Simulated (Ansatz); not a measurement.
Rows from a G0W0 calculation on PtSe2/PtSe2 (aligned bilayer) (Ansatz 0.2.0; G0W0 on PBE, plane waves, PAW; PAW set soft_1; 6×6×1 mesh, 274 empty bands, screening to 52 eV, PAW set soft_1 files), in eV. Spin-orbit coupling is left out.

| row | k | band | start | Σx | Σc at the solution | Vxc |
| --- | --- | --- | --- | --- | --- | --- |
| A | (0.333, 0.333, 0.000) | c2 | -3.935 | -15.903 | -2.716 | -19.289 |
| B | (0.333, 0.333, 0.000) | v1 | -6.637 | -24.772 | 3.618 | -21.179 |
| C | (0.000, 0.167, 0.000) | v1 | -5.233 | -18.918 | 1.666 | -17.348 |
| D | (0.000, 0.167, 0.000) | c1 | -4.125 | -16.189 | -2.254 | -19.072 |
| E | (0.000, 0.167, 0.000) | c2 | -3.831 | -16.270 | -2.373 | -19.295 |
| F | (0.333, 0.333, 0.000) | c1 | -4.296 | -15.320 | -2.560 | -18.485 |

Give the quasiparticle energies and the shift of each level.

The quasiparticle equation reads E = start + Σx + Σc(E) − Vxc.

| row | E (eV) | shift (eV) |
| --- | --- | --- |
| A | -3.264 | +0.671 |
| B | -6.613 | +0.025 |
| C | -5.138 | +0.095 |
| D | -3.495 | +0.630 |
| E | -3.179 | +0.652 |
| F | -3.692 | +0.604 |

The gap over the computed points goes from 0.94 eV to 1.45 eV.

Limits: not at the basis limit; coarse mesh for a sheet; no spin polarisation; d states lean on the start; no spin-orbit coupling.

[Runs of the session that timed out or met a known fault of the program may be left out.]

[Cells called generated may have been cut or substituted from an entry of the Crystallography Open Database or the Materials Project.]

[Hosts, paths, dates, database ids (printed as entryN), source tags and the programs' standing remarks are cut or masked in the printed files.]
